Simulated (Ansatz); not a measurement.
# Direct or indirect: SrGe2N2 sheet (P-3m1)

```
CELL_PARAMETERS angstrom
3.28436 0.00000 0.00000
-1.64218 2.84434 0.00000
0.00000 0.00000 20.66000
ATOMIC_POSITIONS crystal
Sr 0.66667 0.33333 0.50000
Ge 0.00000 0.00000 0.36308
Ge 0.33333 0.66667 0.63692
N 0.00000 0.00000 0.58441
N 0.33333 0.66667 0.41559
```

Method: Ansatz, PBE, independent particles, without spin-orbit coupling, line width 0.15 eV (Gaussian). The band structure gives a fundamental gap of 1.62 eV. The spectrum of vertical transitions near the edge:

| E (eV) | absorbance (%), E ∥ xy |
| --- | --- |
| 1.14 | 0.00 |
| 1.26 | 0.00 |
| 1.38 | 0.00 |
| 1.50 | 0.00 |
| 1.62 | 0.00 |
| 1.74 | 0.01 |
| 1.86 | 0.07 |
| 1.98 | 0.17 |
| 2.10 | 0.20 |
| 2.22 | 0.19 |
| 2.34 | 0.23 |
| 2.46 | 0.34 |
| 2.58 | 0.81 |
| 2.70 | 2.44 |
| 2.82 | 5.29 |
| 2.94 | 8.25 |
| 3.06 | 10.69 |
| 3.18 | 12.76 |
| 3.30 | 16.01 |
| 3.42 | 19.81 |
| 3.54 | 21.51 |
| 3.66 | 21.37 |
| 3.78 | 21.96 |

(1) Is the gap direct or indirect, and about where do vertical transitions set in?

Results:

(1) Indirect, by the band path, whose least direct gap is 1.93 eV. The curves fit this: they stay near zero above 1.62 eV and rise only from about 1.9 eV, though a forbidden direct transition would look alike. Lines are broadened by 0.15 eV, which spreads the edge, and phonons, which would give weak absorption from the fundamental gap up, are left out. Along the first axis the transitions at the gap are weak, so the curve there climbs slowly.

Cells made by substitution are models, which may or may not match a known phase.

[Logs are printed without paths, hosts, clocks, repeated set-up lines and the standing remarks that a program may print on its own settings, such as how far it seeks lower states.]
